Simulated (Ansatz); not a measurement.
The compound is K2WBr6 (started from the K2PtCl6 type) (Fm-3m).

The structure was built from a prototype and need not be the compound's stable phase.

```
K W Br
1.0
     0.00000    5.27123    5.27123
     5.27123    0.00000    5.27123
     5.27123    5.27123    0.00000
K W Br
2 1 6
Cartesian
  2.6356 2.6356 2.6356
  7.9068 7.9068 7.9068
  0.0000 0.0000 0.0000
  5.2712 5.2712 2.5388
  5.2712 5.2712 8.0036
  5.2712 2.5388 5.2712
  5.2712 8.0036 5.2712
  2.5388 5.2712 5.2712
  8.0036 5.2712 5.2712
```

The structure was relaxed with PBE. The structure type comes from a generator and need not be one that this composition takes. The structure was generated from a model, not taken from a measurement. The runs that relaxed it are not among those shown. The program's search for lower electronic states was switched off, so nothing shows that the state found is the lowest. Spin-orbit coupling is left out unless a run names it. PAW set soft_2, made with PBE.

A constrained-RPA run (Ansatz 0.2.0; non-magnetic PBE; W t2g + anion p, bands v19 to c2, 2×2×2 mesh, medium accuracy) builds 21 functions on bands 6.6 eV wide, with 38.0 electrons in the window. The bare on-site interaction is 12.6 eV and the bare J 0.52 eV.

Estimate U, U′ and J.

On the W t2g shell, U = 4.49 eV (36 % of the bare value), U′ = 3.69 eV, J = 0.38 eV.

The parent state is non-magnetic and the interaction static (zero frequency); U depends on the window and the orbitals, so it belongs to this model alone. Spin-orbit coupling, which is strong for atoms this heavy, is left out. A window that holds the anion p bands defines a model with explicit ligands; its U belongs to that model and is not the U of DFT+U. Coarse meshes can leave U off its limit, most where the target bands are metallic.

[Paths, hosts, dates, memory and timing lines, banners, echoed tables and standing remarks are left out of the program output.]

[Logs are printed without paths, hosts, clocks, repeated set-up lines and the standing remarks that a program may print on its own settings, such as how far it seeks lower states.]

[Runs of the session that timed out or met a known fault of the program may be left out.]

[Hosts, paths, dates, database ids (printed as entryN), source tags and the programs' standing remarks are cut or masked in the printed files.]
